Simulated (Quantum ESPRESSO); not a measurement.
# Collinear magnetic orders of FeGe with Quantum ESPRESSO

Wanted: the moments of FeGe and the energy of each order that was tried.

Main program and level: Quantum ESPRESSO 7.5; PBEsol; plane waves with GBRV 1.5 PBEsol potentials, no spin-orbit coupling.

## 1. Set-up

It takes space group P6/mmm (No. 191, hexagonal). The conventional cell has a = 4.998 Å, b = 4.998 Å, c = 4.116 Å, α = 90.00°, β = 90.00°, γ = 120.00°. Nearest to Fe lie 4 Fe at 2.50 Å and 6 Ge at 2.50 to 2.51 Å. Nearest to Ge lie 6 Fe at 2.50 Å. Nearest to Ge lie 6 Fe at 2.51 Å. Farther neighbours are not listed.

The cell comes from Materials Project 2023-11-01, a database of computed structures, and need not be the stable phase.

## 2. Run 1 (ferro +++)

The signs are those of the starting moments on the seeded atoms, the atoms that are given a moment.

The input, pw.in:

```
&CONTROL
  calculation = 'scf'
  prefix = 'pwscf'
  outdir = './tmp'
  pseudo_dir = './pseudo'
  disk_io = 'nowf'
/
&SYSTEM
  ibrav = 0
  celldm(1) = 8
  nat = 6
  ntyp = 2
  ecutwfc = 40
  ecutrho = 280
  nbnd = 61
  occupations = 'smearing'
  smearing = 'fd'
  degauss = 0.00734986
  nspin = 2
  starting_magnetization(1) = 0.175
  starting_magnetization(2) = 0
/
&ELECTRONS
  conv_thr = 1.2d-08
  electron_maxstep = 150
  mixing_beta = 0.3
/
ATOMIC_SPECIES
Fe     55.8450 fe_pbesol_v1.5.uspp.F.UPF
Ge     72.6300 ge_pbesol_v1.4.uspp.F.UPF
CELL_PARAMETERS alat
   1.1805124618065    0.0000000000000    0.0000000000000
  -0.5902562309033    1.0223537814049    0.0000000000000
   0.0000000000000    0.0000000000000    0.9722077182275
ATOMIC_POSITIONS crystal
Fe      0.5000000000    0.0000000000    0.0000000000
Fe      0.5000000000    0.5000000000    0.0000000000
Fe      0.0000000000    0.5000000000    0.0000000000
Ge      0.0000000000    0.0000000000    0.0000000000
Ge      0.3333333300    0.6666666700    0.5000000000
Ge      0.6666666700    0.3333333300    0.5000000000
K_POINTS automatic
6 6 6 0 0 0
```

Launch:

```bash
$ OMP_NUM_THREADS=1 mpirun -n 4 pw.x -nk 4 -in pw.in > pw.out
```

Output:

```text
Program PWSCF v.7.5 starts

     Message from routine setup:
     using ibrav=0 with symmetry is DISCOURAGED, use correct ibrav instead

     K-points division:     npool     =       4
     Subspace diagonalization in iterative solution of the eigenvalue problem:

     G-vector sticks info
     --------------------
     sticks:   dense  smooth     PW     G-vecs:    dense   smooth      PW
     Sum        1723     979    301                47519    20533    3401

     Using Slab Decomposition

     bravais-lattice index     =            0
     lattice parameter (alat)  =       8.0000  a.u.
     unit-cell volume          =     600.7597 (a.u.)^3
     number of atoms/cell      =            6
     number of atomic types    =            2
     number of electrons       =        90.00
     number of Kohn-Sham states=           61
     kinetic-energy cutoff     =      40.0000  Ry
     charge density cutoff     =     280.0000  Ry
     scf convergence threshold =      1.2E-08
     mixing beta               =       0.3000
     number of iterations used =            8  plain     mixing
     Exchange-correlation= SLA  PW   PSX  PSC
                           (   1   4  10   8   0   0   0)

     celldm(1)=   8.000000  celldm(2)=   0.000000  celldm(3)=   0.000000
     celldm(4)=   0.000000  celldm(5)=   0.000000  celldm(6)=   0.000000

     crystal axes: (cart. coord. in units of alat)
               a(1) = (   1.180512   0.000000   0.000000 )
               a(2) = (  -0.590256   1.022354   0.000000 )
               a(3) = (   0.000000   0.000000   0.972208 )

     reciprocal axes: (cart. coord. in units 2 pi/alat)
               b(1) = (  0.847090  0.489067 -0.000000 )
               b(2) = (  0.000000  0.978135  0.000000 )
               b(3) = (  0.000000 -0.000000  1.028587 )

     PseudoPot. # 1 for Fe read from file:
     fe_pbesol_v1.5.uspp.F.UPF
     Pseudo is Ultrasoft + core correction, Zval = 16.0
     Generated by new atomic code, or converted to UPF format
     Using radial grid of  861 points,  6 beta functions with:
                l(1) =   0
                l(2) =   0
                l(3) =   1
                l(4) =   1
                l(5) =   2
                l(6) =   2
     Q(r) pseudized with  8 coefficients,  rinner =    1.000   1.000   1.000
                                                       1.000   1.000

     PseudoPot. # 2 for Ge read from file:
     ge_pbesol_v1.4.uspp.F.UPF
     Pseudo is Ultrasoft + core correction, Zval = 14.0
     Generated by new atomic code, or converted to UPF format
     Using radial grid of  873 points,  6 beta functions with:
                l(1) =   0
                l(2) =   0
                l(3) =   1
                l(4) =   1
                l(5) =   2
                l(6) =   2
     Q(r) pseudized with  8 coefficients,  rinner =    1.400   1.400   1.400
                                                       1.400   1.400

     atomic species   valence    mass     pseudopotential
     Fe               16.00    55.84500     Fe( 1.00)
     Ge               14.00    72.63000     Ge( 1.00)

     Starting magnetic structure
     atomic species   magnetization
     Fe              0.175
     Ge              0.000

     24 Sym. Ops., with inversion, found

   Cartesian axes

     site n.     atom                  positions (alat units)
         1        Fe     tau(   1) = (   0.5902562   0.0000000   0.0000000  )
         2        Fe     tau(   2) = (   0.2951281   0.5111769   0.0000000  )
         3        Fe     tau(   3) = (  -0.2951281   0.5111769   0.0000000  )
         4        Ge     tau(   4) = (   0.0000000   0.0000000   0.0000000  )
         5        Ge     tau(   5) = (  -0.0000000   0.6815692   0.4861039  )
         6        Ge     tau(   6) = (   0.5902562   0.3407846   0.4861039  )

     number of k points=    28  Fermi-Dirac smearing, width (Ry)=  0.0073
                       cart. coord. in units 2pi/alat
        k(    1) = (   0.0000000   0.0000000   0.0000000), wk =   0.0046296
        k(    2) = (   0.0000000   0.0000000   0.1714311), wk =   0.0092593
        k(    3) = (   0.0000000   0.0000000   0.3428623), wk =   0.0092593
        k(    4) = (   0.0000000   0.0000000  -0.5142934), wk =   0.0046296
        k(    5) = (   0.0000000   0.1630225   0.0000000), wk =   0.0277778
        [... 23 further k-points ...]

     Dense  grid:    47519 G-vectors     FFT dimensions: (  54,  54,  45)

     Smooth grid:    20533 G-vectors     FFT dimensions: (  40,  40,  32)

     Check: negative core charge=   -0.000030
     Generating pointlists ...
     new r_m :   0.2435 (alat units)  1.9478 (a.u.) for type    1
     new r_m :   0.2435 (alat units)  1.9478 (a.u.) for type    2

     Initial potential from superposition of free atoms

     starting charge      86.9976, renormalised to      90.0000
     Starting wfcs are   66 randomized atomic wfcs

     Self-consistent Calculation

     iteration #  1     ecut=    40.00 Ry     beta= 0.30
     Davidson diagonalization with overlap
     ethr =  1.00E-02,  avg # of iterations =  4.8

     total energy              =   -1389.73482041 Ry
     estimated scf accuracy    <       3.64285150 Ry

     total magnetization       =     4.60 Bohr mag/cell
     absolute magnetization    =     5.31 Bohr mag/cell

     iteration #  2     ecut=    40.00 Ry     beta= 0.30
     Davidson diagonalization with overlap
     ethr =  4.05E-03,  avg # of iterations =  2.1

     total energy              =   -1389.90364479 Ry
     estimated scf accuracy    <       2.62412068 Ry

     total magnetization       =     5.51 Bohr mag/cell
     absolute magnetization    =     6.14 Bohr mag/cell

     iteration #  3     ecut=    40.00 Ry     beta= 0.30
     Davidson diagonalization with overlap
     ethr =  2.92E-03,  avg # of iterations =  2.0

     total energy              =   -1390.16134851 Ry
     estimated scf accuracy    <       0.43958322 Ry

     total magnetization       =     4.97 Bohr mag/cell
     absolute magnetization    =     5.80 Bohr mag/cell

     [... further iterations left out ...]

     iteration # 11     ecut=    40.00 Ry     beta= 0.30
     Davidson diagonalization with overlap
     ethr =  1.62E-08,  avg # of iterations =  2.1

     total energy              =   -1390.23400484 Ry
     estimated scf accuracy    <       0.00000071 Ry

     total magnetization       =     4.28 Bohr mag/cell
     absolute magnetization    =     5.06 Bohr mag/cell

     iteration # 12     ecut=    40.00 Ry     beta= 0.30
     Davidson diagonalization with overlap
     ethr =  7.84E-10,  avg # of iterations =  2.3

     total energy              =   -1390.23400502 Ry
     estimated scf accuracy    <       0.00000025 Ry

     total magnetization       =     4.28 Bohr mag/cell
     absolute magnetization    =     5.06 Bohr mag/cell

     iteration # 13     ecut=    40.00 Ry     beta= 0.30
     Davidson diagonalization with overlap
     ethr =  2.76E-10,  avg # of iterations =  2.8

     total energy              =   -1390.23400542 Ry
     estimated scf accuracy    <       0.00000003 Ry

     total magnetization       =     4.28 Bohr mag/cell
     absolute magnetization    =     5.06 Bohr mag/cell

     iteration # 14     ecut=    40.00 Ry     beta= 0.30
     Davidson diagonalization with overlap
     ethr =  3.87E-11,  avg # of iterations =  2.5

     Magnetic moment per site  (integrated on atomic sphere of radius R)
     atom   1 (R=0.243)  charge= 14.5666  magn=  1.5328
     atom   2 (R=0.243)  charge= 14.5666  magn=  1.5328
     atom   3 (R=0.243)  charge= 14.5666  magn=  1.5328
     atom   4 (R=0.243)  charge= 11.8822  magn= -0.0767
     atom   5 (R=0.243)  charge= 11.9031  magn= -0.0521
     atom   6 (R=0.243)  charge= 11.9031  magn= -0.0521

     End of self-consistent calculation

     [... lines left out ...]
     the Fermi energy is    13.9721 ev

!    total energy              =   -1390.23400553 Ry
     estimated scf accuracy    <          8.9E-09 Ry
     smearing contrib. (-TS)   =      -0.01195300 Ry
     internal energy E=F+TS    =   -1390.22205253 Ry

     The total energy is F=E-TS. E is the sum of the following terms:
     one-electron contribution =    -813.61093859 Ry
     hartree contribution      =     474.45942975 Ry
     xc contribution           =    -259.79845928 Ry
     ewald contribution        =    -791.27208442 Ry

     total magnetization       =     4.28 Bohr mag/cell
     absolute magnetization    =     5.06 Bohr mag/cell

     convergence has been achieved in  14 iterations

=------------------------------------------------------------------------------=
   JOB DONE.
=------------------------------------------------------------------------------=
```

Elapsed: 48 s, on 4 MPI ranks of Intel Xeon Platinum 8488C (Sapphire Rapids), shared host; peak memory 0.63 GiB; 3.2 min of CPU time.

Spin moment in the atom's sphere by atom:

```tsv
atom	spin moment in the atom's sphere (μB)
Fe1	1.53
Fe2	1.53
Fe3	1.53
Ge4	-0.08
Ge5	-0.05
Ge6	-0.05
```

This step gave:

| Item | Value |
| --- | --- |
| smearing term TS | 0.1626 eV |
| magnetization | 4.281 μB |
| absolute magnetization | 5.058 μB |
| final state | ferromagnetic |

## 3. Run 2 (ferri ++−)

Changes to pw.in since step 2:

```diff
@@ -11,6 +11,6 @@
   nat = 6
-  ntyp = 2
+  ntyp = 3
   ecutwfc = 40
   ecutrho = 280
-  nbnd = 61
+  nbnd = 58
   occupations = 'smearing'
@@ -20,3 +20,4 @@
   starting_magnetization(1) = 0.175
-  starting_magnetization(2) = 0
+  starting_magnetization(2) = -0.175
+  starting_magnetization(3) = 0
 /
@@ -28,3 +29,4 @@
 ATOMIC_SPECIES
-Fe     55.8450 fe_pbesol_v1.5.uspp.F.UPF
+Fe1    55.8450 fe_pbesol_v1.5.uspp.F.UPF
+Fe2    55.8450 fe_pbesol_v1.5.uspp.F.UPF
 Ge     72.6300 ge_pbesol_v1.4.uspp.F.UPF
@@ -35,5 +37,5 @@
 ATOMIC_POSITIONS crystal
-Fe      0.5000000000    0.0000000000    0.0000000000
-Fe      0.5000000000    0.5000000000    0.0000000000
-Fe      0.0000000000    0.5000000000    0.0000000000
+Fe1     0.5000000000    0.0000000000    0.0000000000
+Fe1     0.5000000000    0.5000000000    0.0000000000
+Fe2     0.0000000000    0.5000000000    0.0000000000
 Ge      0.0000000000    0.0000000000    0.0000000000
```

Output:

```text
     [... lines left out ...]
Program PWSCF v.7.5 starts
     [... lines left out ...]
     number of atoms/cell      =            6
     [... lines left out ...]
     number of electrons       =        90.00
     number of Kohn-Sham states=           58
     kinetic-energy cutoff     =      40.0000  Ry
     charge density cutoff     =     280.0000  Ry
     scf convergence threshold =      1.2E-08
     [... lines left out ...]
      8 Sym. Ops., with inversion, found
     [... lines left out ...]
     number of k points=    52  Fermi-Dirac smearing, width (Ry)=  0.0073
     [... lines left out ...]
     iteration #150     ecut=    40.00 Ry     beta= 0.30
     [... lines left out ...]
     estimated scf accuracy    <       0.00067338 Ry
     total magnetization       =     0.18 Bohr mag/cell
     absolute magnetization    =     4.39 Bohr mag/cell
     [... lines left out ...]
     convergence NOT achieved after 150 iterations: stopping
[key lines of the parts left out:]
total energy              =   -1390.20363293 Ry
```

Run time: 15 min. Hardware: 4 MPI ranks; peak memory 0.73 GiB.

Residual by cycle:

cycle, log10 residual and a bar from the least value:
```
        1        1.7 ##############################
       15       -3.2 #####
       28       -4.0 #
       42       -4.0 #
       55       -4.1 
       69       -3.7 ##
       82       -3.7 ##
       96       -3.2 ####
      109       -2.7 #######
      123       -4.1 
      136       -4.1 
      150       -2.0 ###########
```

The run stopped without converging, so none of its numbers is a property of the system.

After 150 cycles the residual stands at 0.0092, against 8.5e-5 at cycle 76 and a least value of 7.5e-5. The cap of 150 cycles in the input ended the loop.

## 4. Run 3, typed as no spin polarisation

The input, pw.in:

```
&CONTROL
  calculation = 'scf'
  prefix = 'pwscf'
  outdir = './tmp'
  pseudo_dir = './pseudo'
  disk_io = 'nowf'
/
&SYSTEM
  ibrav = 0
  celldm(1) = 8
  nat = 6
  ntyp = 2
  ecutwfc = 40
  ecutrho = 280
  nbnd = 57
  occupations = 'smearing'
  smearing = 'fd'
  degauss = 0.00734986
/
&ELECTRONS
  conv_thr = 1.2d-08
  electron_maxstep = 150
  mixing_beta = 0.3
/
ATOMIC_SPECIES
Fe     55.8450 fe_pbesol_v1.5.uspp.F.UPF
Ge     72.6300 ge_pbesol_v1.4.uspp.F.UPF
CELL_PARAMETERS alat
   1.1805124618065    0.0000000000000    0.0000000000000
  -0.5902562309033    1.0223537814049    0.0000000000000
   0.0000000000000    0.0000000000000    0.9722077182275
ATOMIC_POSITIONS crystal
Fe      0.5000000000    0.0000000000    0.0000000000
Fe      0.5000000000    0.5000000000    0.0000000000
Fe      0.0000000000    0.5000000000    0.0000000000
Ge      0.0000000000    0.0000000000    0.0000000000
Ge      0.3333333300    0.6666666700    0.5000000000
Ge      0.6666666700    0.3333333300    0.5000000000
K_POINTS automatic
6 6 6 0 0 0
```

Output:

```text
     [... lines left out ...]
Program PWSCF v.7.5 starts
     [... lines left out ...]
     number of atoms/cell      =            6
     [... lines left out ...]
     number of electrons       =        90.00
     number of Kohn-Sham states=           57
     kinetic-energy cutoff     =      40.0000  Ry
     charge density cutoff     =     280.0000  Ry
     scf convergence threshold =      1.2E-08
     [... lines left out ...]
     24 Sym. Ops., with inversion, found
     [... lines left out ...]
     number of k points=    28  Fermi-Dirac smearing, width (Ry)=  0.0073
     [... lines left out ...]
     iteration # 11     ecut=    40.00 Ry     beta= 0.30
     [... lines left out ...]
     the Fermi energy is    13.7014 ev
!    total energy              =   -1390.18632402 Ry
     estimated scf accuracy    <          6.0E-09 Ry
     smearing contrib. (-TS)   =      -0.02847329 Ry
     [... lines left out ...]
     convergence has been achieved in  11 iterations
```

The job ended after 22 s (4 MPI ranks; peak memory 0.51 GiB).

This step gave:

```
smearing term TS : 0.3874 eV
final state      : non-magnetic (no spin polarisation)
```

## 5. Ranking

An order is kept where moments of 0.15 μB or more survive with the typed signs; meshes match where a doubled cell samples the same k points as the first cell.

Orders:

```tsv
start	final state	typed order kept	energy over the lowest (meV a seeded atom)	largest site moment (μB)	net moment (μB a cell of the first run)	mesh matched	CPU time (s)
ferro +++	ferromagnetic	yes	0	1.533	4.281	yes	192.2
no spin polarisation	non-magnetic	-	216.2	0	0	yes	85.24
```

## 6. What came out

| Property | Result |
| --- | --- |
| state of the parallel start | ferromagnetic (from ferro +++) |
| largest site moment | 1.53 μB |
| state without moments | 216 meV a seeded atom higher |

In words: No opposed start converged, so the orders are not ranked. Energies are free energies at an electronic temperature of 1160 K, which lowers moments and differences where the moments are itinerant.

[Logs and program files are shortened in this print: banners, set-up blocks, solver, clock and traceback lines can be left out without a mark of their own.]

[Logs are printed without paths, hosts, clocks, repeated set-up lines and the standing remarks that a program may print on its own settings, such as how far it seeks lower states.]

[Hosts, paths, dates, database ids (printed as entryN), source tags and the programs' standing remarks are cut or masked in the printed files.]

[Where a cell is said to come from a database of computed structures, the database is the Materials Project.]
